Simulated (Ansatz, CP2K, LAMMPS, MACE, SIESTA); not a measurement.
# Amorphous 59Ga2O3-41P2O5 (mol %) (128 atoms) in other programs, against a plane-wave reference

How near do other programs and methods come to a plane-wave reference for amorphous 59Ga2O3-41P2O5 (mol %) (128 atoms)? A plane-wave run serves as the reference.

Calculated with Ansatz 0.2.0; Kohn-Sham DFT, PBE, PAW, plane waves.

### Step 1. The structure

The cell holds 128 atoms: 26 Ga, 18 P and 84 O. Its edges and angles: a = 11.480 Å, b = 11.480 Å, c = 11.480 Å, α = 90.0°, β = 90.0°, γ = 90.0°. 128 atoms (26 Fe, 18 P, 84 O) placed at random at 3.33 g/cm³, melted at 5000 K for 10 ps at fixed volume with the Morse and Coulomb pair potential with partial charges (Pedone, Malavasi, Menziani, Cormack and Segre, J. Phys. Chem. B 110, 11780 (2006)). Quenched from 5000 K to 300 K at 100 K/ps and fixed volume, held 10 ps at zero pressure, then minimised at fixed cell. Then Fe was replaced by Ga and the cell scaled by 1.005 (the potential has no terms for the new elements, so the cell is a start for a DFT relaxation).

### Step 2. Plane-wave reference

The PAW files are the set soft_2.

input.yaml

```yaml
crystal:
  lattice:
    - [11.48028, 0.0, 0.0]
    - [0.0, 11.48028, 0.0]
    - [0.0, 0.0, 11.48028]
  atoms:
    - { symbol: Ga, position: [0.88654, 0.06221, 0.69882] }
    - { symbol: Ga, position: [0.08728, 0.10607, 0.22122] }
    - { symbol: Ga, position: [0.52827, 0.56485, 0.16759] }
    - { symbol: Ga, position: [0.32395, 0.98929, 0.91419] }
    [... 118 atom lines left out ...]
    - { symbol: O, position: [0.70917, 0.19593, 0.34306] }
    - { symbol: O, position: [0.81692, 0.62714, 0.75106] }
    - { symbol: O, position: [0.55375, 0.90456, 0.20481] }
    - { symbol: O, position: [0.38397, 0.87263, 0.81103] }
    - { symbol: O, position: [0.86209, 0.37726, 0.2583] }
    - { symbol: O, position: [0.41555, 0.95241, 0.61432] }
kpoints:
  mp_grid: { grid: [1, 1, 1] }
hamiltonian:
  xc: pbe
scf:
  occupations: { method: fermi_dirac, width: 0.05 }
output:
  forces: true
  eigenvalues: true
```

The run is started by

```
$ ansatz run input.yaml --threads 16 --pin off --max-ram 31232MiB --backend cpu --events-out ev --progress --plain --runs-dir out
```

The log of the run:

```text
[...]
Pseudopotentials: kind: paw
Pseudopotential: Ga, paw, valence charge 13, recommended cutoff 420 eV (normal), Ga.paw.azcp
Pseudopotential: P, paw, valence charge 5, recommended cutoff 420 eV (normal), P.paw.azcp
Pseudopotential: O, paw, valence charge 6, recommended cutoff 420 eV (normal), O.paw.azcp
[... 5 lines on functional and potentials left out ...]
Crystal: 128 atoms, lattice volume = 1513.064 Å³
Basis set: ecut = 420 eV, 29423 PW (Γ), exchange–correlation on 160×160×160 points (8 copies of the dense FFT grid, shifted against one another)
Bands: 594, of which v1, the nominal top of the filled ones, is band 466 counted from 1 (465 counted from 0)
Symmetry: 1 space group operations
Space group: P1 (ITA 1), of the structure as read, at distance tolerance 1.1e-4 Å
k-points: 1
[... 7 lines on functional and potentials left out ...]
Initial density: superposition of atomic densities (neutral atoms: chi_scale 0, normalization atom), corrected by the library's trained network
Initial wavefunctions: pseudopotential atomic-orbital guess
[...]
SCF iter   1: F=—  HF=-159651.068590 eV  |F-HF|=—  |Δ(HF+E_count)|=         —  Δρ=3.62e-3  dr2=2.52e-1  ethr=1.77e-3  ⟨swp⟩=6.0  Hψ=2618  notcnv=0  defer=91
preconditioner: auto → Resta (q_TF=auto, 2.517 Å⁻¹)  ε∞=3.9  [insulator: Δε(μ)=1.395 eV  Ē_g=17.257 eV  σ=0.050 eV  W_gap=1.00  n_scr=436 (ndim 8)  ℏωp=29.1 eV  f_vac=0.117  D(μ)=0.00/eV (n_scr^D=0)  ε∞_Penn≈3.9]
SCF iter   2: F=—  HF=-159651.037962 eV  |F-HF|=—  |Δ(HF+E_count)|=   3.06e-2  Δρ=1.95e-3  dr2=5.79e-2  ethr=2.71e-5  ⟨swp⟩=3.0  Hψ=1086  notcnv=0  defer=119
SCF iter   3: F=—  HF=-159651.033530 eV  |F-HF|=—  |Δ(HF+E_count)|=   4.43e-3  Δρ=8.46e-4  dr2=1.68e-2  ethr=6.21e-6  ⟨swp⟩=2.0  Hψ=922  notcnv=0  defer=65
automatic band count: iteration 3 solves 540 bands in place of 594: the levels show a gap, and the empty bands left out lie too high to hold charge; the band table lists the bands solved (type scf.n_extra_bands for more)
SCF iter   4: F=—  HF=-159651.031167 eV  |F-HF|=—  |Δ(HF+E_count)|=   2.36e-3  Δρ=3.67e-4  dr2=2.15e-3  ethr=1.80e-6  ⟨swp⟩=3.0  Hψ=865  notcnv=0  defer=65
SCF iter   5: F=—  HF=-159651.030970 eV  |F-HF|=—  |Δ(HF+E_count)|=   1.97e-4  Δρ=1.81e-4  dr2=5.30e-4  ethr=2.30e-7  ⟨swp⟩=3.0  Hψ=879  notcnv=0  defer=65
[...]
SCF iter   9: F=—  HF=-159651.030522 eV  |F-HF|=—  |Δ(HF+E_count)|=   1.81e-6  Δρ=6.72e-6  dr2=7.05e-7  ethr=4.42e-10  ⟨swp⟩=3.0  Hψ=982  notcnv=0  defer=65
SCF iter  10: F=-159651.030522 eV  HF=-159651.030522 eV  |F-HF|=1.01e-7  |Δ(HF+E_count)|=   2.07e-7  Δρ=2.25e-6  dr2=9.51e-8  ethr=1.07e-11  ⟨swp⟩=15.0  Hψ=2846  notcnv=0
SCF 1 converged in 10 iterations: F = -159651.030522 eV  dr2 = 9.51e-8
[...]
SCF converged after 10 iterations
Free energy (F): -159651.030522 eV
Harris-Foulkes:  -159651.030522 eV  (|F-HF|=1.01e-7)
Internal energy: -159651.030469 eV  (E = F + TS)
E sigma→0 (E₀):  -159651.030496 eV
Entropy (-TS):   -0.000053 eV (-0.000 meV/atom)
Fermi energy:    6.751799 eV
--- Per-component energies (eV) ---
[...]
Σ components = -159651.030522   (vs F -159651.030522, Δ=0.00e0)
--- Forces (eV/Å), atoms counted from 1 ---
  atom   1  Ga    -0.26979824     0.52280570    -1.49753660
  atom   2  Ga    -0.15605072     0.80729415    -0.42882832
  atom   3  Ga     0.13463058     0.43435018    -0.41458767
  atom   4  Ga    -0.16392482    -0.72003148    -0.34260377
[...]
atom 128  O      0.99650792     1.99478308    -1.43504922
  max |Σ_I F_I| component: 6.88e-5 eV/Å
--- Band table (eV) ---
  k-point 0: bands = ["-17.6323", "-16.6332", "-16.5853", "-16.0391", [... 524 levels ...], "14.0172", "14.0409", "14.1003", "14.1205", "14.1474", "14.2120", "14.2410", "14.2491", "14.3175", "14.3575", "14.3884", "14.4167"]
```

Run time: 16 s. Hardware: 16 threads of Arm Neoverse N1, shared host; peak memory 2.7 GiB.

Reading the cycles: dr2 is the Hartree energy of the density residual (eV), the measure of convergence; HF is the Harris–Foulkes estimate of the energy, which meets the free energy F at convergence.

The run gave:

- free energy: -159651.0305 eV
- free energy per atom: -1247.2737 eV/atom
- SCF cycles: 10
- r.m.s. force component: 1.097 eV/Å
- longest force: 4.733 eV/Å
- Fermi energy: 6.752 eV
- gap (highest filled to lowest empty level): 1.07 eV

Neighbours are counted within 2.48 Å (O-Ga), 1.98 Å (O-P).

Length of the force by element and coordination:

```tsv
element	coordination	atoms	mean length of the force (eV/Å)	spread	least	most
Ga	all	26	1.14	0.554	0.302	2.72
Ga	4	1	1.48	0	1.48	1.48
Ga	5	15	1.22	0.596	0.432	2.72
Ga	6	10	0.997	0.473	0.302	2.11
O	all	84	1.73	0.794	0.400	3.71
O	2	47	1.50	0.497	0.435	2.52
O	3	32	2.11	0.985	0.400	3.71
O	4	4	1.54	0.855	0.983	3.02
O	5	1	1.32	0	1.32	1.32
P	all	18	2.31	1.01	0.697	4.73
```

The levels nearest the highest filled one (over half full), pooled over k-points and spins:

```tsv
level less the highest filled one (eV)	occupation
-0.824	2
-0.804	2
-0.639	2
-0.605	2
-0.284	2
0	2
1.07	0
2.04	0
2.15	0
2.30	0
2.31	0
2.47	0
```

### Step 3. The other programs

The programs:
- CP2K 2026.2: Gaussian basis with GTH pseudopotentials and a plane-wave density; labels give functional, basis (MOLOPT sets; SR short-range, UZH the newer set with its own potentials), grid cutoff/relative cutoff and solver (OT: orbital transformation; TRS4, TC2, SIGN: linear-scaling purification with its sparsity filter), or its built-in tight binding.
- MACE: machine-learned potential, published weights.
- SIESTA 5.4.2: numerical atomic orbitals, whose automatically made sets are far from complete, with PseudoDojo norm-conserving potentials that we converted to its format (checked against plane waves on the same files for H, C, O, Si, Ge and Ca alone); labels give functional, basis size, energy shift and mesh cutoff.

All use the same cell and atoms; the electronic-structure runs use the same k-mesh, and an electronic temperature of 580 K (0.05 eV) where levels are smeared.

Differences are against the plane-wave reference, forces as r.m.s. over components; share is that over the reference's r.m.s. force, slope the least-squares factor from reference forces to these. Total energies of different programs have different zeros and aren't compared.

```tsv
run	Δ force, r.m.s. (meV/Å)	share (%)	slope	Δ gap (eV)	cores	CPU time	memory (GiB)
reference	-	-	-	-	16	3.9 min	2.7
CP2K PBE, DZVP-MOLOPT-SR, 600/40 Ry, OT DIIS	87.2	7.95	1.034	-0.150	4	58 min	4.4
CP2K PBE, SZV-MOLOPT-SR, 600/40 Ry, OT DIIS (coarse)	3152	287	2.909	-0.56	4	14 min	3.4
MACE MP-0b2 small potential	173	15.8	0.889	-	4	12 s	0.74
SIESTA PBE, DZP, shift 0.01 Ry, mesh 350 Ry	275	25.0	1.185	-0.220	4	17 min	3.0
SIESTA PBE, SZ, shift 0.02 Ry, mesh 350 Ry (coarse)	3063	279	2.863	-0.489	4	3.1 min	1.4
```

Rows marked coarse were listed beforehand as settings not expected to be converged; some can still land near the reference.

Times of the machine-learned potentials are mostly Python's start and the loading of weights.

CPU time is summed over cores on a shared host, where runs went side by side, so it is rough. Symmetry, cutoffs, thresholds, outputs and thread counts weren't matched or tuned between programs; memory under MPI is the largest rank's times the ranks.

Runs without a result: CP2K PBE, SZV-MOLOPT-SR, 600/40 Ry, TC2 filter 1e-06, SCF 1e-06 (cut off at its time limit of 6.3 min, the SCF not settling).

Mean charges by element (e), by run and scheme:

```tsv
run	scheme	Ga	P	O
CP2K PBE, DZVP-MOLOPT-SR, 600/40 Ry, OT DIIS	Mulliken	+0.85	+0.82	-0.44
CP2K PBE, DZVP-MOLOPT-SR, 600/40 Ry, OT DIIS	Hirshfeld	+0.58	+0.46	-0.28
SIESTA PBE, DZP, shift 0.01 Ry, mesh 350 Ry	Hirshfeld	+0.50	+0.39	-0.24
```

### Step 4. What came out

```json
{"reference r.m.s. force component": "1.10 eV/Å", "nearest in forces": "CP2K PBE, DZVP-MOLOPT-SR, 600/40 Ry, OT DIIS, 7.9 %", "farthest in forces": "CP2K PBE, SZV-MOLOPT-SR, 600/40 Ry, OT DIIS (coarse), 287 %", "cheapest electronic-structure run beside the reference": "SIESTA PBE, SZ, shift 0.02 Ry, mesh 350 Ry, 3.1 min of CPU time"}
```

What this shows: The PBE runs in local orbitals, coarse settings apart, differ by 7.9 % (CP2K PBE, DZVP-MOLOPT-SR, 600/40 Ry, OT DIIS) to 25 % (SIESTA PBE, DZP, shift 0.01 Ry, mesh 350 Ry); basis, grid and potentials can all enter. Machine-learned potentials differ by 16 % (MACE MP-0b2 small potential); they were trained on other programs' data. CP2K PBE, DZVP-MOLOPT-SR, 600/40 Ry, OT DIIS needed 94 SCF steps, so its time overstates the method's usual cost. Runs with settings chosen to be coarse differ by 279 % (SIESTA PBE, SZ, shift 0.02 Ry, mesh 350 Ry) to 287 % (CP2K PBE, SZV-MOLOPT-SR, 600/40 Ry, OT DIIS), their programs' other errors included. None of the electronic-structure runs in the table takes under half the reference's CPU time of 3.9 min; they take 0.79 to 15 times as much. SIESTA PBE, DZP, shift 0.01 Ry, mesh 350 Ry stiffens the forces by a factor of 1.19 while following their directions (correlation 0.990). At the same functional, gaps differ from the reference's 1.07 eV by between -0.56 and -0.15 eV. Charges hang on scheme and program or settings: among these rows the mean for P runs from +0.39 to +0.82 e. In the reference: filled and empty levels are parted by 1.07 eV (at Γ alone); a semilocal functional tends to put such gaps too low. In a disordered cell it changes from sample to sample, and tail or defect levels can set it. In the reference: forces differ by site in this geometry: O atoms with 3 neighbours bear 2.1 eV/Å on average, against 1.5 eV/Å for those with 2. Machine-learned potentials mimic data converged in k, so the reference's own k-point error enters their differences. The quench rate of 100 K/ps is many orders above laboratory rates, so the cell is likely richer in defects and strain than a real sample. The network of bonds at the start is that of the classical potential that made the cell, and needn't be the one that DFT or experiment would give. The electronic-structure runs sample only Γ, in a cell whose shortest periodic width is 11 Å.

[Also dropped from logs without a mark: logging warnings of Python, and SIESTA's first energy breakdown and zero terms.]

[Logs are printed without paths, hosts, clocks, repeated set-up lines and the standing remarks that a program may print on its own settings, such as how far it seeks lower states.]

[Hosts, paths, dates, database ids (printed as entryN), source tags and the programs' standing remarks are cut or masked in the printed files.]
